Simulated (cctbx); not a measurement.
**Interatomic vectors of PrV2Co**

Space group P4/nmm (no. 129, origin choice 1), a = 3.9570 Å, b = 3.9570 Å, c = 8.8530 Å, α = 90.00°, β = 90.00°, γ = 90.00°, content Pr2 Co2 V4.

Simulated single-crystal data (cctbx): Mo Kα, λ = 0.71073 Å, to d = 0.77 Å, 95 % of the full sphere, strongest reflection 5000 counts, noise from counting, a 3 % proportional error and a noise floor of 15 counts (s.d.); no absorption, some extinction.

Patterson synthesis from sharpened amplitudes, origin scaled to 1000:

```text
Patterson group P 4/m m m
      u       v       w   height  length (A)
  0.000   0.000   0.000   1000.0     0.00
  0.500   0.500   0.500    642.0     5.24
  0.000   0.500   0.249    437.2     2.96
  0.000   0.000   0.355    237.3     3.14
  0.500   0.500   0.000    209.9     2.80
  0.500   0.500   0.113    196.4     2.97
  0.000   0.000   0.500    117.9     4.43
  0.000   0.500   0.398    100.7     4.04
  0.000   0.000   0.115     71.2     1.02
  0.000   0.500   0.131     70.8     2.30
  0.000   0.500   0.053     68.3     2.03
  0.500   0.500   0.338     65.6     4.09
  0.500   0.500   0.224     64.6     3.43
  0.000   0.195   0.082     59.0     1.06
```

**Question.** Which atom pairs make the peaks, and where is the heaviest atom?

A peak at u stands for all pairs with xi − xj = u, with weight Σ ZiZj against Σ Z² = 10536 at the origin. Peak heights follow these weights only roughly, since form factors, motion and series ripples differ, all vectors within 0.55 Å of a peak are counted as merged into it though the farther ones add only part of their weight, and F(000) is left out, which lowers the whole map:

| u | v | w | shortest length (Å) | height | 1000 ΣZiZj/ΣZ² | pairs in the cell |
| --- | --- | --- | --- | --- | --- | --- |
| 0.500 | 0.500 | 0.500 | 5.24 | 642 | 897 | 2 × Pr–Pr, 4 × Co–V |
| 0.000 | 0.500 | 0.249 | 2.96 | 437 | 560 | 2 × Pr–Co, 2 × Pr–V |
| 0.000 | 0.000 | 0.355 | 3.14 | 237 | 258 | 2 × Pr–V |
| 0.500 | 0.500 | 0.000 | 2.80 | 210 | 239 | 2 × Co–Co, 2 × V–V |
| 0.500 | 0.500 | 0.113 | 2.97 | 196 | 258 | 2 × Pr–V |
| 0.000 | 0.000 | 0.500 | 4.43 | 118 | 236 | 4 × Co–V |
| 0.000 | 0.500 | 0.398 | 4.04 | 101 | 100 | 2 × V–V |
| 0.000 | 0.000 | 0.115 | 1.02 | 71 | 0 | none within 0.55 Å |
| 0.000 | 0.500 | 0.131 | 2.29 | 71 | 118 | 2 × Co–V |
| 0.000 | 0.500 | 0.053 | 2.03 | 68 | 0 | none within 0.55 Å |

The table stops at ten peaks or at a height of 45, below which ripples compete. In the model behind the data Pr, the heaviest element, has 1 independent site: (1/2, 0, 0.2606), up to an allowed shift of origin; the Pr–Pr vectors are differences of these positions and their symmetry mates. The whole model:

```
atom  mult.    x  y       z  Ueq (Å²)
 Pr1      2  1/2  0  0.2606    0.0037
 Co1      2    0  0     1/2    0.0052
  V1      2  1/2  0  0.6247    0.0057
  V2      2    0  0       0    0.0045
```

The model was made for the exercise: a known structure type with other elements put in, its volume estimated, not relaxed; displacement parameters are assumed.

[Logs are printed without paths, hosts, clocks, repeated set-up lines and the standing remarks that a program may print on its own settings, such as how far it seeks lower states.]
